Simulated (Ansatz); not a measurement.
# LiHBrF: complex band structure, part 2 of 3

A new crystal, LiHBrF: structure, gap and complex bands. It is built by putting Br for part of the F in the LiHF2 structure of space group C2/m, with the volume rescaled by atomic radii. The parent structure comes from the Materials Project.

Ansatz 0.2.0; PBE DFT, plane waves, PAW files (the session's first sound run).

So far. Step 2 (Relaxing the new crystal): The largest force component on a free atom ends at 0.0082 eV/Å.

The structure was built from a prototype and need not be the compound's stable phase.

### Step 3. The bulk crystal and its band edges

The energy window and the wavevectors of the next steps follow from the band edges, so these are searched first, off the mesh as well.

Input file input.yaml:

```yaml
crystal:
  lattice:
    - [3.8177360349, -1.8173880721, -0.4441903115]
    - [3.8177360349, 1.8173880721, -0.4441903115]
    - [-4.5195280559, 0.0, 5.8728613793]
  atoms:
    - { symbol: Li, position: [0.0722074122, 0.0722074122, 0.0156427166] }
    - { symbol: H, position: [-0.0714093964, -0.0714093964, 0.4357433657] }
    - { symbol: Br, position: [0.2225944842, 0.2225944842, 0.797407599] }
    - { symbol: F, position: [0.7766075001, 0.7766075001, 0.2512063187] }
kpoints:
  mp_grid: { grid: [8, 8, 6] }
  band_path: { path: [VBM, CBM], npoints: 30 }
scf:
  occupations: { method: fixed }
hamiltonian:
  xc: pbe
output:
  eigenvalues: true
  write_potential: true
  write_density: true
  volumetric_format: npy
  elf: true
```

Launch:

```console
$ ansatz run input.yaml --threads 2 --pin off --max-ram 4096MiB --backend cpu --events-out ev --progress --plain --runs-dir out
```

Numbers of over 12 decimals in the logs are rounded to 6 here.

Output:

```text
[...]
Crystal: 4 atoms, lattice volume = 74.199 Å³
Basis set: ecut = 420 eV, 1451 PW (Γ)
Bands: 13, of which v1, the nominal top of the filled ones, is band 9 counted from 1 (8 counted from 0)
Symmetry: 2 space group operations
[...]
k-points: 114 of 384 (time reversal used)
[...]
SCF iter   1: F=—  HF=-3815.546197 eV  |F-HF|=—  |Δ(HF+E_count)|=         —  Δρ=1.83e-3  dr2=1.66e-3  ethr=1.77e-3  ⟨swp⟩=5.2  Hψ=7920  notcnv=0  defer=227
[...]
SCF iter   6: F=-3815.545590 eV  HF=-3815.545590 eV  |F-HF|=6.71e-9  |Δ(HF+E_count)|=   3.53e-7  Δρ=4.03e-6  dr2=6.41e-9  ethr=5.56e-10  ⟨swp⟩=6.8  Hψ=6101  notcnv=0
SCF 1 converged in 6 iterations: F = -3815.545590 eV  dr2 = 6.41e-9
[...]
NSCF: frozen V_eff on 68 k-points
[...]
SCF converged after 6 iterations
Free energy (F): -3815.545590 eV
[...]
Internal energy: -3815.545590 eV  (E = F + TS)
E sigma→0 (E₀):  -3815.545590 eV
Fermi energy:    0.327002 eV
[...]
--- Band table (eV; the first three rows and the last of 114) ---
  k-point 0: bands = [... 5 lower, -4.0520, -1.2790, -0.7339, 0.3270, 4.1555, 6.6320, 9.1995, 9.9595]
  k-point 1: bands = [... 5 lower, -4.0575, -1.4874, -0.7280, 0.3239, 4.5213, 6.5279, 9.1046, 9.9252]
  k-point 2: bands = [... 5 lower, -4.0685, -1.8770, -0.7151, 0.3176, 5.2992, 6.4592, 8.6978, 9.4916]
  k-point 113: bands = [... 5 lower, -4.2802, -2.2105, -1.5088, 0.0767, 6.1463, 7.6394, 8.6417, 9.0117]
```

Elapsed: 8.5 s, on 2 threads of Arm Neoverse V2, shared host; peak memory 0.48 GiB; 17 s of CPU time.

The column dr2 measures how far the density is from self-consistency, as an energy; F and HF (Harris–Foulkes) agree once it is small.

Numbers from this step:

* free energy: -3815.5456 eV
* Fermi energy: 0.3270 eV
* gap on the k-mesh: 3.829 eV
* gap on path: 3.829 eV, by band count; negative where bands overlap
* direct gap on path: 3.829 eV
* edge places on path: 0, 0 1/A along the path

Levels at VBM (eV): -4.60, -4.38, -1.61, -1.06, 0.00, 3.83, 6.30.

Electrostatic potential energy in the ac plane of the cell as run, not the conventional one, at fractional y = 0.072, with atoms of Li within 0.2 Å of it. With pseudopotentials it is smooth inside the atoms' cores, unlike the true potential.

Ten even steps from '0' (-46 eV) to '9' (6 eV), each cell a mean:
```
34689999999874
57899888999875
89986447899888
99851016899999
98500017999999
86100058999999
84000489999999
74125899999999
86678999999999
88899999999999
89999999999998
89999999999988
99999999999877
99999999998888
99999999998899
99999999999999
99999999999999
99999999999999
99999999999999
99888999999999
88778999999999
75457999999998
42358999999987
21478999999985
```
Columns run along a (4.3 Å; values clipped at the 3rd and 97th percentile), rows up along c (7.4 Å). Atoms in or near the plane, at fractional coordinates: Li at (0.07, 0.02).

ELF in the ac plane of the cell as run, not the conventional one, at fractional y = 0.072, with atoms of Li within 0.2 Å of it. It is the smooth field of the valence electrons, not physical close to the nuclei.

Ten even steps from '_' (0.02 × 1e-1) to '@' (9.88 × 1e-1), each cell a mean:
```
@@##..::++##########++....##
==..::**%%%%%%%%%%##++____==
__--##%%%%%%%%@@%%%%==______
==##%%%%####%%@@%%##--______
##%%%%**==**%%@@%%**::____--
%%%%##==--##%%%%##--____::**
%%%%**++**%%%%##++..__..==##
%%%%%%%%%%%%##++::____::++##
%%%%%%%%%%##++::____..--++##
##%%%%##**++::______..::++**
++++++++==::__________..--==
----::::..____________..--==
....________________..--==--
__________________..--====::
______________..::--====::..
____________..--==++++--::__
__________..--++++++++--..__
__________::==++**++==::____
__________::==++++--::______
____________::::::..________
____::..____________________
::**%%++____________________
%%@@@@++____..::::--::..__..
@@@@##....--++++**++==..__++
```
Columns run along a (4.3 Å), rows up along c (7.4 Å). Atoms in or near the plane, at fractional coordinates: Li at (0.07, 0.02).

Valence density in the ac plane of the cell as run, not the conventional one, at fractional y = 0.072, with atoms of Li within 0.2 Å of it. It is the smooth field of the valence electrons, not physical close to the nuclei.

Ten steps, logarithmic in the rise over the least value, from '0' (0.0 e/Å³) to '9' (7.3 e/Å³), each cell a mean:
```
87412233321136
53223444332124
12345555432111
13455665421101
24555665321001
35555654210012
45666542100012
45655431000123
45554210000123
44432100000123
33211000000123
32100000001233
21000000012333
10000000123332
00000001133321
00000001233310
00000012333210
00000112332100
00000112221000
00000111100000
01221111000000
25651000000000
79851111111002
99731112211115
```
Columns run along a (4.3 Å), rows up along c (7.4 Å). Atoms in or near the plane, at fractional coordinates: Li at (0.07, 0.02).

The searched edges give 3.83 eV, as on the mesh.

### Step 4. Decaying states in the gap

This step: PBE DFT, plane waves, PAW files; complex bands by layer matching along the plane's normal (Ansatz 0.2.0).

The same crystal is laid in a cell whose first two vectors span the (001) plane (indices of the standard conventional cell, whose axes can be ordered otherwise than in the bulk input). At fixed energy and wavevector in the plane the solver finds all kz, real and complex. A few wavevectors are listed, (0, 0) and (0.5, 0) in units of the plane's reciprocal vectors; the slowest state needn't be among them.

Input file input.yaml:

```yaml
crystal:
  lattice:
    - [4.251507129, 0.0, 0.0]
    - [2.697752517, 3.285946473, 0.0]
    - [-0.420490974, -2.209146941, 5.311189899]
  atoms:
    - { symbol: Li, position: [0.0565646956, 0.0722074122, 0.0156427166] }
    - { symbol: H, position: [0.4928472379, 0.9285906036, 0.4357433657] }
    - { symbol: Br, position: [0.4251868852, 0.2225944842, 0.797407599] }
    - { symbol: F, position: [0.5254011814, 0.7766075001, 0.2512063187] }
kpoints:
  mp_grid: { grid: [8, 8, 8] }
scf:
  occupations: { method: fixed }
hamiltonian:
  xc: pbe
output:
  eigenvalues: true
  transmission:
    leads: [[0, 0]]
    kpoints: [[0.0, 0.0], [0.5, 0.0]]
    e_range: [-1.0, 4.83]
    de: 0.12
```

Output:

```text
[...]
Crystal: 4 atoms, lattice volume = 74.199 Å³
Basis set: ecut = 420 eV, 1451 PW (Γ)
Bands: 13, of which v1, the nominal top of the filled ones, is band 9 counted from 1 (8 counted from 0)
Symmetry: 2 space group operations
[...]
k-points: 150 of 512 (time reversal used)
[...]
SCF iter   1: F=—  HF=-3815.546094 eV  |F-HF|=—  |Δ(HF+E_count)|=         —  Δρ=1.83e-3  dr2=1.66e-3  ethr=1.77e-3  ⟨swp⟩=5.2  Hψ=10414  notcnv=0  defer=298
[...]
SCF iter   6: F=-3815.545489 eV  HF=-3815.545489 eV  |F-HF|=6.77e-9  |Δ(HF+E_count)|=   3.53e-7  Δρ=4.06e-6  dr2=6.46e-9  ethr=5.56e-10  ⟨swp⟩=6.9  Hψ=8030  notcnv=0
SCF 1 converged in 6 iterations: F = -3815.545489 eV  dr2 = 6.46e-9
[...]
transmission: 8 of 16 steps passed
transmission: 16 of 16 steps passed
SCF converged after 6 iterations
Free energy (F): -3815.545489 eV
[...]
Internal energy: -3815.545489 eV  (E = F + TS)
E sigma→0 (E₀):  -3815.545489 eV
Fermi energy:    0.327003 eV
[...]
--- Band table (eV; the first three rows and the last of 150) ---
  k-point 0: bands = [... 5 lower, -4.0520, -1.2790, -0.7339, 0.3270, 4.1556, 6.6320, 9.1995, 9.9595]
  k-point 1: bands = [... 5 lower, -4.0552, -1.4024, -0.7305, 0.3252, 4.3685, 6.5673, 9.1484, 9.9608]
  k-point 2: bands = [... 5 lower, -4.0630, -1.6859, -0.7217, 0.3207, 4.9027, 6.4591, 8.9598, 9.7347]
  k-point 149: bands = [... 5 lower, -4.3059, -2.0076, -1.3430, 0.1150, 6.0918, 7.8433, 8.5085, 8.9551]
--- Transmission ---
  basis      : 123 plane waves across, 8 finite elements along
  points     : 2, as listed
  energies   : 49 from -1.000000 to 4.760000 eV about the Fermi level, 0.120000 eV apart; the leads are filled to 1.914317 eV, and channels, transmission and decay are at 1.880000 eV
  crystal 0  : Br1Li1F1H1, at the sites [0, 0], period 5.3112 Å: whole cells are its period
    offset         : up to 0.0000 Å between an atom of the period and one for which it stands
    channels       : 0.000000e0 a spin
    conductance    : none, the energies end too early or step too widely for 300 K: set another output.transmission.e_range or a lower de, or, where they end at an eighth of basis.ecutwfc, a higher one
    slowest decay  : 0.3578 /Å at (0.0000, 0.0000)
```

Wall time 13 s (2 threads); peak memory 0.51 GiB; 20 s of CPU time.

This step gave:

| Property | Result |
| --- | --- |
| free energy | -3815.5455 eV |
| level to which the leads are filled | 1.914 eV from the Fermi level |
| decay constant at the filling level, zone centre | 0.3578 Å⁻¹ |
| decay constant at the filling level, slowest listed point | 0.3578 Å⁻¹ |

K parallel (0, 0); values up to 1.5 1/Å, a degenerate pair printed once or twice; energies at which all values exceed this have no row. Im kz of the slowest decaying states against energy, zero at the highest filled level on the SCF mesh:

| energy (eV) | decay 1 (Å⁻¹) | decay 2 (Å⁻¹) | decay 3 (Å⁻¹) | decay 4 (Å⁻¹) |
| --- | --- | --- | --- | --- |
| -1.00 | 0.268 | 0.376 | 0.984 | 1.11 |
| -0.76 | 0.307 | 0.821 | 0.853 | 1.05 |
| -0.52 | 0.332 | 0.882 | 0.975 | 1.49 |
| -0.28 | 0.351 | 0.849 | 0.906 | 1.48 |
| -0.04 | 0.365 | 0.446 | 0.919 | 1.46 |
| 0.20 | 0.374 | 0.782 | 0.927 | 1.45 |
| 0.44 | 0.381 | 0.920 | 0.930 | 1.43 |
| 0.56 | 0.382 | 0.930 | 0.961 | 1.42 |
| 0.80 | 0.384 | 0.930 | 1.02 | 1.41 |
| 1.04 | 0.383 | 0.927 | 1.06 | 1.39 |
| 1.28 | 0.379 | 0.922 | 1.10 | 1.37 |
| 1.52 | 0.372 | 0.916 | 1.12 | 1.35 |
| 1.76 | 0.363 | 0.908 | 1.15 | 1.33 |
| 2.00 | 0.351 | 0.900 | 1.17 | 1.30 |
| 2.24 | 0.337 | 0.890 | 1.20 | 1.26 |
| 2.48 | 0.318 | 0.879 | 1.23 | 1.37 |
| 2.72 | 0.296 | 0.866 | 1.22 | 1.35 |
| 2.96 | 0.268 | 0.853 | 1.21 | 1.32 |
| 3.20 | 0.233 | 0.839 | 1.21 | 1.30 |
| 3.32 | 0.212 | 0.831 | 1.20 | 1.29 |
| 3.56 | 0.158 | 0.815 | 1.19 | 1.26 |
| 3.80 | 0.0522 | 0.797 | 1.18 | 1.23 |
| 4.04 | 0.777 | 1.17 | 1.21 | - |
| 4.28 | 0.756 | 1.16 | 1.18 | - |
| 4.52 | 0.732 | 1.15 | 1.15 | - |
| 4.76 | 0.626 | 0.783 | 1.12 | 1.13 |

K parallel (0.5, 0); values up to 1.5 1/Å, a degenerate pair printed once or twice; energies at which all values exceed this have no row. The Im kz of the slowest decaying states by energy, zero at the highest filled level on the SCF mesh:

| energy (eV) | decay 1 (Å⁻¹) | decay 2 (Å⁻¹) | decay 3 (Å⁻¹) | decay 4 (Å⁻¹) |
| --- | --- | --- | --- | --- |
| -1.00 | 0.276 | 0.651 | 0.972 | - |
| -0.76 | 0.339 | 0.745 | 0.996 | - |
| -0.52 | 0.381 | 0.808 | 1.01 | - |
| -0.28 | 0.412 | 0.862 | 1.01 | - |
| -0.04 | 0.435 | 0.913 | 1.01 | - |
| 0.20 | 0.453 | 0.963 | 1.00 | - |
| 0.44 | 0.467 | 0.998 | 1.01 | - |
| 0.56 | 0.473 | 0.995 | 1.04 | - |
| 0.80 | 0.482 | 0.989 | 1.08 | - |
| 1.04 | 0.488 | 0.985 | 1.13 | - |
| 1.28 | 0.492 | 0.981 | 1.20 | - |
| 1.52 | 0.494 | 0.978 | 1.28 | 1.48 |
| 1.76 | 0.494 | 0.975 | 1.37 | 1.41 |
| 2.00 | 0.492 | 0.970 | 1.29 | 1.41 |
| 2.24 | 0.488 | 0.963 | 1.14 | 1.45 |
| 2.48 | 0.482 | 0.953 | 1.05 | 1.47 |
| 2.72 | 0.475 | 0.941 | 0.983 | 1.47 |
| 2.96 | 0.466 | 0.927 | 0.929 | 1.47 |
| 3.20 | 0.455 | 0.883 | 0.912 | 1.47 |
| 3.32 | 0.449 | 0.861 | 0.904 | 1.46 |
| 3.56 | 0.435 | 0.821 | 0.886 | 1.46 |
| 3.80 | 0.419 | 0.782 | 0.868 | 1.45 |
| 4.04 | 0.400 | 0.745 | 0.848 | 1.44 |
| 4.28 | 0.379 | 0.708 | 0.827 | 1.42 |
| 4.52 | 0.354 | 0.670 | 0.804 | 1.41 |
| 4.76 | 0.325 | 0.632 | 0.780 | 1.39 |

At +1.88 eV, the grid energy nearest the filling level (the middle of the gap on the SCF mesh), the slowest state at the listed wavevectors decays with κ = 0.358 Å⁻¹, its amplitude falling by e over 2.8 Å. Through 1 nm of this crystal that state's transmission falls by exp(−2 × 0.358 Å⁻¹ × 10 Å) = 7.8e-4.

### Step 5. Decay over the two-dimensional zone

The listed points could miss the slowest state, so one energy near mid-gap is solved on a mesh of 16×16.

Edit input.yaml of step 4 so:

```diff
@@ -18,6 +18,2 @@
   eigenvalues: true
-  transmission:
-    leads: [[0, 0]]
-    kpoints: [[0.0, 0.0], [0.5, 0.0]]
-    e_range: [-1.0, 4.83]
-    de: 0.12
+  transmission: { leads: [[0, 0]], kmesh: [16, 16], e_range: [1.91, 1.92], de: 0.05 }
```

Output:

```text
[...]
Crystal: 4 atoms, lattice volume = 74.199 Å³
Basis set: ecut = 420 eV, 1451 PW (Γ)
Bands: 13, of which v1, the nominal top of the filled ones, is band 9 counted from 1 (8 counted from 0)
Symmetry: 2 space group operations
[...]
k-points: 150 of 512 (time reversal used)
[...]
SCF iter   1: F=—  HF=-3815.546094 eV  |F-HF|=—  |Δ(HF+E_count)|=         —  Δρ=1.83e-3  dr2=1.66e-3  ethr=1.77e-3  ⟨swp⟩=5.2  Hψ=10414  notcnv=0  defer=298
[...]
SCF iter   6: F=-3815.545489 eV  HF=-3815.545489 eV  |F-HF|=6.77e-9  |Δ(HF+E_count)|=   3.53e-7  Δρ=4.06e-6  dr2=6.46e-9  ethr=5.56e-10  ⟨swp⟩=6.9  Hψ=8030  notcnv=0
SCF 1 converged in 6 iterations: F = -3815.545489 eV  dr2 = 6.46e-9
[...]
transmission: 72 of 584 steps passed
transmission: 120 of 584 steps passed
[...]
transmission: 584 of 584 steps passed
SCF converged after 6 iterations
Free energy (F): -3815.545489 eV
[...]
Internal energy: -3815.545489 eV  (E = F + TS)
E sigma→0 (E₀):  -3815.545489 eV
Fermi energy:    0.327003 eV
[...]
--- Band table (eV; the first three rows and the last of 150) ---
  k-point 0: bands = [... 5 lower, -4.0520, -1.2790, -0.7339, 0.3270, 4.1556, 6.6320, 9.1995, 9.9595]
  k-point 1: bands = [... 5 lower, -4.0552, -1.4024, -0.7305, 0.3252, 4.3685, 6.5673, 9.1484, 9.9608]
  k-point 2: bands = [... 5 lower, -4.0630, -1.6859, -0.7217, 0.3207, 4.9027, 6.4591, 8.9598, 9.7347]
  k-point 149: bands = [... 5 lower, -4.3059, -2.0076, -1.3430, 0.1150, 6.0918, 7.8433, 8.5085, 8.9551]
--- Transmission ---
  basis      : 123 plane waves across, 8 finite elements along
  points     : 73, standing for a mesh of 16 x 16
  energies   : 1 from 1.910000 to 1.910000 eV about the Fermi level; the leads are filled to 1.914317 eV, and channels, transmission and decay are at 1.910000 eV
[...]
channels       : 0.000000e0 a spin
    conductance    : none, crystal 0 has no channel at the energies, or these end too early or step too widely for 300 K: set another output.transmission.e_range or a lower de, or, where they end at an eighth of basis.ecutwfc, a higher one
    slowest decay  : 0.3563 /Å at (0.0000, 0.0000)
```

Elapsed: 22 s, on 2 threads; peak memory 0.51 GiB; 42 s of CPU time.

This step gave:

```
least decay constant on the mesh : 0.3563 Å⁻¹
```

Slowest decay constant (1/Å; 0 where a channel is open) over k1 and k2. At 1.9100 eV from the Fermi level.

Ten even steps from '0' (0.356) to '9' (0.589):
```
9999876655678999
9999876555567999
9998765544456899
8887765433345678
7776653322224567
6665532110123456
6655431000023455
5554321000123455
6554320000134556
6654321011235566
7765422223356677
8876543334567788
9998654445567899
9999765555678999
9999876556678999
9999876656678999
```
Columns: k1 (b1) from -0.5 to 0.438; rows upwards: k2 (b2) from -0.5 to 0.438.

The least value on the mesh is 0.356 Å⁻¹ at +1.91 eV. At that energy the listed points give about 0.356 Å⁻¹ by interpolation, so the mesh holds no clearly slower state.

### Step 6. Band edges at another level

This step: PBEsol DFT, plane waves, PAW files (Ansatz 0.2.0).

The edges again with PBEsol, at the same atoms.

Input file input.yaml:

```yaml
crystal:
  lattice:
    - [3.8177360349, -1.8173880721, -0.4441903115]
    - [3.8177360349, 1.8173880721, -0.4441903115]
    - [-4.5195280559, 0.0, 5.8728613793]
  atoms:
    - { symbol: Li, position: [0.0722074122, 0.0722074122, 0.0156427166] }
    - { symbol: H, position: [-0.0714093964, -0.0714093964, 0.4357433657] }
    - { symbol: Br, position: [0.2225944842, 0.2225944842, 0.797407599] }
    - { symbol: F, position: [0.7766075001, 0.7766075001, 0.2512063187] }
kpoints:
  mp_grid: { grid: [8, 8, 6] }
  band_path: { path: [VBM, CBM], npoints: 30 }
scf:
  occupations: { method: fixed }
hamiltonian:
  xc: pbesol
output:
  eigenvalues: true
```

Output:

```text
[...]
Crystal: 4 atoms, lattice volume = 74.199 Å³
Basis set: ecut = 420 eV, 1451 PW (Γ)
Bands: 13, of which v1, the nominal top of the filled ones, is band 9 counted from 1 (8 counted from 0)
Symmetry: 2 space group operations
[...]
k-points: 114 of 384 (time reversal used)
[...]
SCF iter   1: F=—  HF=-3759.017416 eV  |F-HF|=—  |Δ(HF+E_count)|=         —  Δρ=5.44e-3  dr2=1.36e-2  ethr=1.77e-3  ⟨swp⟩=5.2  Hψ=7902  notcnv=0  defer=227
[...]
SCF iter   6: F=-3759.013628 eV  HF=-3759.013628 eV  |F-HF|=3.51e-8  |Δ(HF+E_count)|=   8.18e-7  Δρ=6.26e-6  dr2=1.80e-8  ethr=5.56e-10  ⟨swp⟩=6.0  Hψ=6120  notcnv=0
SCF 1 converged in 6 iterations: F = -3759.013628 eV  dr2 = 1.80e-8
[...]
SCF converged after 6 iterations
Free energy (F): -3759.013628 eV
[...]
Internal energy: -3759.013628 eV  (E = F + TS)
E sigma→0 (E₀):  -3759.013628 eV
Fermi energy:    0.260044 eV
[...]
--- Band table (eV; the first three rows and the last of 114) ---
  k-point 0: bands = [... 5 lower, -4.0773, -1.3585, -0.8045, 0.2600, 4.0552, 6.4622, 9.0633, 9.8873]
  k-point 1: bands = [... 5 lower, -4.0831, -1.5695, -0.7982, 0.2568, 4.4197, 6.3639, 8.9722, 9.8453]
  k-point 2: bands = [... 5 lower, -4.0947, -1.9640, -0.7845, 0.2505, 5.1823, 6.3187, 8.5790, 9.3898]
  k-point 113: bands = [... 5 lower, -4.3107, -2.3057, -1.5911, 0.0059, 6.0272, 7.5785, 8.5222, 8.8945]
```

Elapsed: 8.8 s, on 2 threads; peak memory 0.48 GiB; 17 s of CPU time.

Numbers from this step:

* free energy: -3759.0136 eV
* Fermi energy: 0.2600 eV
* gap on the k-mesh: 3.795 eV
* gap on path: 3.795 eV, by band count; negative where bands overlap
* direct gap on path: 3.795 eV

Levels at VBM (eV): -4.56, -4.34, -1.62, -1.06, 0.00, 3.80, 6.20.

The searched edges give 3.80 eV, as on the mesh.

(Part 2 of 3 ends here.)

[Logs are printed without paths, hosts, clocks, repeated set-up lines and the standing remarks that a program may print on its own settings, such as how far it seeks lower states.]

[Hosts, paths, dates, database ids (printed as entryN), source tags and the programs' standing remarks are cut or masked in the printed files.]

[New means built here by substitution; the compound itself may be known and measured.]
